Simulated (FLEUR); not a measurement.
# Collinear magnetic orders of TiHg with FLEUR, part 3 of 3

Wanted: the moments of TiHg and the energy of each order that was tried.

FLEUR MaX-R8.1; PBEsol; all-electron FLAPW, Dirac cores, scalar-relativistic bands.

So far, largest spin moment in the muffin-tin sphere (μB): step 2 (run 1 (ferro +)) 0.469; step 4 (run 3 (antiferro q=(0,1/2,1/2) +-)) 0.44.

## Step 7: An attempt with other settings

A slip in the input shows what the program catches and what it lets pass.

inp.xml

```
<?xml version="1.0" encoding="UTF-8" standalone="no"?>
<fleurInput fleurInputVersion="0.39">
   <comment>
      TiHg
   </comment>
   <calculationSetup>
      <cutoffs Kmax="3.6" Gmax="10.8" GmaxXC="10.8" numbands="0"/>
      <scfLoop itmax="60" minDistance="0.00002" maxIterBroyd="15" imix="Anderson" alpha="0.05" precondParam="0.0" spinf="2.0" sdNocoIR="T"/>
      <coreElectrons ctail="T" frcor="F" kcrel="0" coretail_lmax="0"/>
      <xcFunctional name="PBEs" relativisticCorrections="F"/>
      <magnetism jspins="1" l_noco="T"/>
      <soc l_soc="F" theta="0.0" phi="0.0" spav="F"/>
      <expertModes spex="0" secvar="F"/>
      <geometryOptimization l_f="F" forcealpha="1.0" forcemix="BFGS" epsdisp="0.00001" epsforce="0.00001"/>
      <ldaU l_linMix="F" mixParam="0.05" spinf="1.0"/>
   </calculationSetup>
   <cell>
      <bzIntegration valenceElectrons="30.0" mode="hist" fermiSmearingEnergy="0.00183747">
         <kPointListSelection listName="default-1"/>
         <xi:include xmlns:xi="http://www.w3.org/2001/XInclude" href="kpts.xml"> </xi:include>
      </bzIntegration>
      <xi:include xmlns:xi="http://www.w3.org/2001/XInclude" href="sym.xml"> </xi:include>
      <bulkLattice scale="1.0">
         <bravaisMatrix>
            <row-1>    5.6861859089213995     0.0000000000000000     0.0000000000000000</row-1>
            <row-2>    0.0000000000000000     5.6861859089213995     0.0000000000000000</row-2>
            <row-3>    0.0000000000000000     0.0000000000000000     7.6363832695086007</row-3>
         </bravaisMatrix>
      </bulkLattice>
   </cell>
   <atomSpecies>
      <species name="Titanium (1.001" element="Ti" atomicNumber="22">
         <mtSphere radius="2.7" gridPoints="893" logIncrement="0.014"/>
         <atomicCutoffs lmax="10" lnonsphr="8"/>
         <electronConfig flipSpins="F">
            <coreConfig>(1s1/2) (2s1/2) (2p1/2) (2p3/2)</coreConfig>
            <valenceConfig>(3s1/2) (3p1/2) (3p3/2) (4s1/2) (3d3/2) (3d5/2)</valenceConfig>
            <stateOccupation state="(3d3/2)" spinUp="0.4" spinDown="0.4"/>
            <stateOccupation state="(3d5/2)" spinUp="1.1005" spinDown="0.0995"/>
         </electronConfig>
         <energyParameters s="4" p="4" d="3" f="4"/>
         <lo type="SCLO" l="0" n="3" eDeriv="0"/>
         <lo type="SCLO" l="1" n="3" eDeriv="0"/>
      </species>
      <species name="Mercury (Hg)" element="Hg" atomicNumber="80">
         <mtSphere radius="2.7" gridPoints="893" logIncrement="0.015"/>
         <atomicCutoffs lmax="10" lnonsphr="8"/>
         <electronConfig flipSpins="F">
            <coreConfig>(1s1/2) (2s1/2) (2p1/2) (2p3/2) (3s1/2) (3p1/2) (3p3/2) (4s1/2) (3d3/2) (3d5/2) (4p1/2) (4p3/2) (5s1/2) (4d3/2) (4d5/2) (4f5/2) (4f7/2)</coreConfig>
            <valenceConfig>(5p1/2) (5p3/2) (6s1/2) (5d3/2) (5d5/2)</valenceConfig>
         </electronConfig>
         <energyParameters s="6" p="6" d="5" f="5"/>
         <lo type="SCLO" l="1" n="5" eDeriv="0"/>
      </species>
   </atomSpecies>
   <atomGroups>
      <atomGroup species="Titanium (1.001">
         <relPos label="                   1">1.000/2.000 1.000/2.000 1.000/2.000</relPos>
         <force calculate="T" relaxXYZ="TTT"/>
      </atomGroup>
      <atomGroup species="Mercury (Hg)">
         <relPos label="                   2">.0000000000 .0000000000 .0000000000</relPos>
         <force calculate="T" relaxXYZ="TTT"/>
      </atomGroup>
   </atomGroups>
   <output dos="F" band="F" slice="F">
      <bandDOS minEnergy="-.5*Htr" maxEnergy="0.5*Htr" sigma="0.015" storeEVData="T"/>
      <plotting iplot="0" polar="F">
         <plot TwoD="T" vec1="  1.0  0.0  0.0" vec2="  0.0  1.0  0.0" vec3="  0.0  0.0  1.0" zero="  0.0  0.0  0.0" file="plot"/>
      </plotting>
      <moessbauerParams electricFieldGradient="F" isomerShift="F" coreHyperfine="F" valenceHyperfine="F"/>
   </output>
</fleurInput>
```

crystal.txt

```
TiHg
&input film=F cartesian=F /
3.00900000000  0.00000000000  0.00000000000
0.00000000000  3.00900000000  0.00000000000
0.00000000000  0.00000000000  4.04100000000
1.8897261246
1.0 1.0 1.0

2
22 0.50000000000  0.50000000000  0.50000000000 : 1.001
80 0.00000000000  0.00000000000  0.00000000000

&kpt div1=10 div2=10 div3=10 gamma=T /
```

The run is started by

```sh
> OMP_NUM_THREADS=1 inpgen -f crystal.txt > inpgen.log  # inp.xml is then edited as shown
> OMP_NUM_THREADS=1 mpirun -n 4 fleur_MPI > fleur.log
```

The log of the run:

```text
Welcome to FLEUR        (www.flapw.de)
      MaX-Release 8.1          (www.max-centre.eu)
**************FLEUR-Error*****************
Error message: l_noco=T requires jspins=2
Error occurred in subroutine: fleurinput_postprocess
Error from PE:0/4
*****************************************

Memory (rank 0): 0.032 GB (peak 0.020 GB)
```

It took 2.5 s on 4 MPI ranks of Arm Neoverse V1, shared host; peak memory 0.16 GiB.

The program refused the input before any cycle.

The program's message: “l_noco=T requires jspins=2”

The fault in the input: non-collinear spins with one spin channel.

Non-collinear spins need jspins = 2.

## Step 8: Ranking

Free energies are divided by the number of seeded atoms, so that cells of unlike size compare. Wavevectors q in the names are fractions of the primitive cell's reciprocal vectors.

Orders:

```tsv
start	final state	typed order kept	energy over the lowest (meV a seeded atom)	largest sphere moment (μB)	net moment (μB a primitive cell)	mesh matched	CPU time (s)
ferro +	ferromagnetic	yes	0	0.4688	0.5629	yes	231
antiferro q=(1/2,1/2,1/2) +-	non-magnetic	no	6.854	0	0	yes	999.3
antiferro q=(0,1/2,1/2) +-	antiferromagnetic	yes	6.427	0.44	0	yes	1107
no spin polarisation	non-magnetic	-	6.839	0	0	yes	77.67
```

## Step 9: Spin–orbit coupling, moments along [001]

Spin–orbit coupling ties the spins to the lattice and lets orbital moments form.

A new self-consistent run of the start ferro +, with the moments along z.

inp.xml

```
<?xml version="1.0" encoding="UTF-8" standalone="no"?>
<fleurInput fleurInputVersion="0.39">
   <comment>
      TiHg
   </comment>
   <calculationSetup>
      <cutoffs Kmax="3.6" Gmax="10.8" GmaxXC="10.8" numbands="70"/>
      <scfLoop itmax="90" minDistance="0.00002" maxIterBroyd="15" imix="Anderson" alpha="0.05" precondParam="0.0" spinf="2.0" sdNocoIR="T"/>
      <coreElectrons ctail="T" frcor="F" kcrel="0" coretail_lmax="0"/>
      <xcFunctional name="PBEs" relativisticCorrections="F"/>
      <magnetism jspins="2"/>
      <soc l_soc="T" theta="0.0" phi="0.0" spav="F"/>
      <expertModes spex="0" secvar="F"/>
      <geometryOptimization l_f="F" forcealpha="1.0" forcemix="BFGS" epsdisp="0.00001" epsforce="0.00001"/>
      <ldaU l_linMix="F" mixParam="0.05" spinf="1.0"/>
   </calculationSetup>
   <cell>
      <bzIntegration valenceElectrons="30.0" mode="hist" fermiSmearingEnergy="0.00183747">
         <kPointListSelection listName="default-1"/>
         <xi:include xmlns:xi="http://www.w3.org/2001/XInclude" href="kpts.xml"> </xi:include>
      </bzIntegration>
      <xi:include xmlns:xi="http://www.w3.org/2001/XInclude" href="sym.xml"> </xi:include>
      <bulkLattice scale="1.0">
         <bravaisMatrix>
            <row-1>    5.6861859089213995     0.0000000000000000     0.0000000000000000</row-1>
            <row-2>    0.0000000000000000     5.6861859089213995     0.0000000000000000</row-2>
            <row-3>    0.0000000000000000     0.0000000000000000     7.6363832695086007</row-3>
         </bravaisMatrix>
      </bulkLattice>
   </cell>
   <atomSpecies>
      <species name="Titanium (1.001" element="Ti" atomicNumber="22">
         <mtSphere radius="2.7" gridPoints="893" logIncrement="0.014"/>
         <atomicCutoffs lmax="10" lnonsphr="8"/>
         <electronConfig flipSpins="F">
            <coreConfig>(1s1/2) (2s1/2) (2p1/2) (2p3/2)</coreConfig>
            <valenceConfig>(3s1/2) (3p1/2) (3p3/2) (4s1/2) (3d3/2) (3d5/2)</valenceConfig>
            <stateOccupation state="(3d3/2)" spinUp="0.4" spinDown="0.4"/>
            <stateOccupation state="(3d5/2)" spinUp="1.1005" spinDown="0.0995"/>
         </electronConfig>
         <energyParameters s="4" p="4" d="3" f="4"/>
         <lo type="SCLO" l="0" n="3" eDeriv="0"/>
         <lo type="SCLO" l="1" n="3" eDeriv="0"/>
      </species>
      <species name="Mercury (Hg)" element="Hg" atomicNumber="80">
         <mtSphere radius="2.7" gridPoints="893" logIncrement="0.015"/>
         <atomicCutoffs lmax="10" lnonsphr="8"/>
         <electronConfig flipSpins="F">
            <coreConfig>(1s1/2) (2s1/2) (2p1/2) (2p3/2) (3s1/2) (3p1/2) (3p3/2) (4s1/2) (3d3/2) (3d5/2) (4p1/2) (4p3/2) (5s1/2) (4d3/2) (4d5/2) (4f5/2) (4f7/2)</coreConfig>
            <valenceConfig>(5p1/2) (5p3/2) (6s1/2) (5d3/2) (5d5/2)</valenceConfig>
         </electronConfig>
         <energyParameters s="6" p="6" d="5" f="5"/>
         <lo type="SCLO" l="1" n="5" eDeriv="0"/>
      </species>
   </atomSpecies>
   <atomGroups>
      <atomGroup species="Titanium (1.001">
         <relPos label="                   1">1.000/2.000 1.000/2.000 1.000/2.000</relPos>
         <force calculate="T" relaxXYZ="TTT"/>
      </atomGroup>
      <atomGroup species="Mercury (Hg)">
         <relPos label="                   2">.0000000000 .0000000000 .0000000000</relPos>
         <force calculate="T" relaxXYZ="TTT"/>
      </atomGroup>
   </atomGroups>
   <output dos="F" band="F" slice="F">
      <bandDOS minEnergy="-.5*Htr" maxEnergy="0.5*Htr" sigma="0.015" storeEVData="T"/>
      <plotting iplot="0" polar="F">
         <plot TwoD="T" vec1="  1.0  0.0  0.0" vec2="  0.0  1.0  0.0" vec3="  0.0  0.0  1.0" zero="  0.0  0.0  0.0" file="plot"/>
      </plotting>
      <moessbauerParams electricFieldGradient="F" isomerShift="F" coreHyperfine="F" valenceHyperfine="F"/>
   </output>
</fleurInput>
```

crystal.txt

```
TiHg
&input film=F cartesian=F /
3.00900000000  0.00000000000  0.00000000000
0.00000000000  3.00900000000  0.00000000000
0.00000000000  0.00000000000  4.04100000000
1.8897261246
1.0 1.0 1.0

2
22 0.50000000000  0.50000000000  0.50000000000 : 1.001
80 0.00000000000  0.00000000000  0.00000000000

&soc 0.0000000 0.0000000 /
&kpt div1=10 div2=10 div3=10 gamma=T /
```

The log of the run:

```text
[banner, memory and clock lines left out]
Welcome to FLEUR        (www.flapw.de)
      MaX-Release 8.1          (www.max-centre.eu)

 ========== k-point set info ==========
 Selected k-point list: default-1
 k-point list type: mesh
 0 x 0 x 0
 Number of k points: 164

 [... set-up left out ...]
 Iteration:     1   Distance:      16.68981331 me/bohr^3
 Iteration:     2   Distance:      14.15901651 me/bohr^3
 Iteration:     3   Distance:       7.21895083 me/bohr^3
 Iteration:     4   Distance:       5.16706898 me/bohr^3
 Iteration:     5   Distance:       3.45059493 me/bohr^3
 Iteration:     6   Distance:       1.67600318 me/bohr^3
 Iteration:     7   Distance:       1.01419330 me/bohr^3
 Iteration:     8   Distance:       0.71562667 me/bohr^3
 Iteration:     9   Distance:       0.40084727 me/bohr^3
 Iteration:    10   Distance:       0.25745647 me/bohr^3
[... 13 iterations left out ...]
 Iteration:    24   Distance:       0.00183030 me/bohr^3
 Iteration:    25   Distance:       0.00115222 me/bohr^3
 Iteration:    26   Distance:       0.00027607 me/bohr^3
 Iteration:    27   Distance:       0.00022571 me/bohr^3
 Iteration:    28   Distance:       0.00013291 me/bohr^3
 Iteration:    29   Distance:       0.00008225 me/bohr^3
 Iteration:    30   Distance:       0.00008105 me/bohr^3
 Iteration:    31   Distance:       0.00005866 me/bohr^3
 Iteration:    32   Distance:       0.00004799 me/bohr^3
 Iteration:    33   Distance:       0.00001842 me/bohr^3

 ********************************************************************
 Run finished successfully
 Stop message:
   all done
 ********************************************************************

--- out.xml (last complete iteration) ---
<iteration numberForCurrentRun="   33" overallNumber="   33">
         [... left out ...]
         <bandgap value="0.0001336183" units="eV"/>
         <sumValenceSingleParticleEnergies value="-18.2396959617" units="Htr"/>
         <FermiEnergy value="0.3606494948" units="Htr"/>
         [... left out ...]
         <magneticMomentsInMTSpheres units="muBohr">
            <globalMagMoment atomType="1" vec="0.00000   0.00000   0.44668"/>
            <globalMagMoment atomType="2" vec="0.00000   0.00000   0.01944"/>
         </magneticMomentsInMTSpheres>
         <orbitalMomentsInMTSpheres units="muBohr">
            <globalMagMoment atomType="1" vec="0.00000   0.00000  -0.00681"/>
            <globalMagMoment atomType="2" vec="0.00000   0.00000   0.00316"/>
         </orbitalMomentsInMTSpheres>
         [... left out ...]
         <totalEnergy value="   -20509.3411435401" units="Htr">
            <sumOfEigenvalues value="   -12602.8932630526">
               <coreElectrons value="-12584.6535670909"/>
               <valenceElectrons value="-18.2396959617"/>
            </sumOfEigenvalues>
         [... left out ...]
            <freeEnergy value="-20509.3419021087"/>
            <extrapolationTo0K value="-20509.3415228244"/>
         </totalEnergy>
         <densityConvergence units="me/bohr^3">
            <chargeDensity spin="1" distance="0.0000131650"/>
            <chargeDensity spin="2" distance="0.0000109525"/>
            <overallChargeDensity distance="0.0000157253"/>
            <spinDensity distance="0.0000184192"/>
         </densityConvergence>
      </iteration>
```

Wall time 3.1 min (4 MPI ranks); peak memory 0.47 GiB.

This step gave:

| Item | Value |
| --- | --- |
| free energy | -558087.6241 eV |
| program's band gap on this mesh (in a metal only a level spacing) | 1.34e-4 eV |
| magnetization | 0.5375 μB |
| final state | ferromagnetic |
| largest moment | 0.4467 μB |
| orbital moment along the spin | -0.00681 μB |

Orbital moment in the sphere, along the spin axis by atom:

```tsv
atom	orbital moment in the sphere, along the spin axis (μB)
Ti1	-0.0068
Hg2	0.0032
```

## Step 10: Summary of results

- lowest state found: ferromagnetic (typed ferro +)
- largest site spin moment: 0.469 μB
- next finished state: antiferromagnetic, 6.43 meV a seeded atom higher
- energy gained by spin polarisation: 6.84 meV a seeded atom
- orbital moment on the atom of largest spin, along its spin (spin–orbit run): -0.00681 μB

**Reading.** The lowest state found is ferromagnetic, reached from the start ferro +, with moments up to 0.469 μB. The next finished state costs 6.4 meV a seeded atom. Spin polarisation gains little, as in a weak itinerant magnet. 1 start gave no converged result and is missing from the ranking; where cut off, the energy had nearly settled 7.0 meV a seeded atom over the lowest. 1 start left the typed pattern (a sign turned, or a seeded moment died or shrank under 0.15 μB), so such an energy belongs to the state reached, not the one typed. On the atom of largest spin the orbital moment is almost quenched. Only 5 starts were tried; other patterns of signs, canted and longer-period orders were not.

[Logs and program files are shortened in this print: banners, set-up blocks, solver, clock and traceback lines can be left out without a mark of their own.]

[Logs are printed without paths, hosts, clocks, repeated set-up lines and the standing remarks that a program may print on its own settings, such as how far it seeks lower states.]

[Hosts, paths, dates, database ids (printed as entryN), source tags and the programs' standing remarks are cut or masked in the printed files.]

[Where a cell is said to come from a database of computed structures, the database is the Materials Project.]
